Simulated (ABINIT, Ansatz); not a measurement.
# Calculated records

**How the form of the self-energy moves the gap of SnF4 (I4/mmm)**

It takes space group I4/mmm (No. 139, tetragonal). Conventional cell: a = 4.050 Å, b = 4.050 Å, c = 7.930 Å, α = 90.00°, β = 90.00°, γ = 90.00°. Nearest to Sn lie 6 F at 1.88 to 2.03 Å. Nearest to F lie 1 Sn at 1.88 Å. Nearest to F lie 2 Sn at 2.03 Å. Farther neighbours, and contacts between anions beyond the nearest, are not listed.

```xyz
5
Lattice="-2.0250 2.0250 3.9650 2.0250 -2.0250 3.9650 2.0250 2.0250 -3.9650" Properties=species:S:1:pos:R:3 pbc="T T T"
Sn    0.0000    0.0000    0.0000
F     0.0000    0.0000    1.8794
F     0.0000    0.0000    6.0506
F     0.0000    2.0250    0.0000
F     2.0250    0.0000    0.0000
```

| Quantity | Value |
| --- | --- |
| method | RPA screening on PBEsol, plane waves, norm-conserving pseudopotentials (and 3 further levels or steps) |
| program | ABINIT 10.8.3 |
| settings | cutoff 38 Ha, PseudoDojo scalar-relativistic 0.4 stringent, norm-conserving, potential set dojo-sr-pbesol-0.4-stringent, ngkpt (4, 4, 4), nband 104, ecuteps 5.2 Ha, gwcalctyp 2, nfreqre 16, nfreqim 8, inclvkb 2, freqremax 40 eV, spmeth 1, nomegasf 120, shiftk (0, 0, 0), symchi 1, awtr 1, gwmem 10, frequency cd, 4×4×4 k-mesh |
| cost | 8 runs, 19 min in all on 4 MPI ranks of Intel Xeon Platinum 8488C (Sapphire Rapids), shared host |
| notes | The program’s warnings: Min real frequency set to default [Ha] = and nkpt*nsppol () is not a multiple of nproc spkpt (). The cell and positions come from the Crystallography Open Database and are kept as given unless a step says otherwise. Limits: no spin-orbit coupling. |
| G0W0, Godby-Needs plasmon pole | 7.137 eV |
| G0W0, Hybertsen-Louie plasmon pole | 7.663 eV |
| G0W0, Engel-Farid plasmon pole | 7.141 eV |
| one-shot Hartree-Fock | 15.751 eV |
| G0W0, contour deformation | 6.980 eV |
| known limits | short of the basis limit; no spin-orbit coupling |

G0W0, Hybertsen-Louie plasmon pole: +0.526 eV against G0W0, Godby-Needs plasmon pole. G0W0, Engel-Farid plasmon pole: +0.004 eV against G0W0, Godby-Needs plasmon pole.

[Long decimals in the printed logs are rounded to 6 places.]

[Logs are printed without paths, hosts, clocks, repeated set-up lines and the standing remarks that a program may print on its own settings, such as how far it seeks lower states.]

[Paths, hosts, dates, memory and timing lines, banners, echoed tables and standing remarks are left out of the program output; an Ansatz launch command may be rebuilt from the run's recorded settings. Measured values are a selection of at most five: reports struck by readers or far from the other reports are left out. None is set beside runs whose start may be inverted or whose files or cutoffs have a known fault.]

[Runs of the session that timed out or met a known fault of the program may be left out.]

[Hosts, paths, dates, database ids (printed as entryN), source tags and the programs' standing remarks are cut or masked in the printed files.]

[G0W0 gaps are taken among the corrected bands and points alone; a level outside them can change the order at an edge.]

[Where Ansatz stands beside ABINIT at settings called matched, ABINIT's density can come from a denser mesh and the files from another edition; pairs whose starting gaps differed by over 0.03 eV were left out, so agreement reads better than it is.]
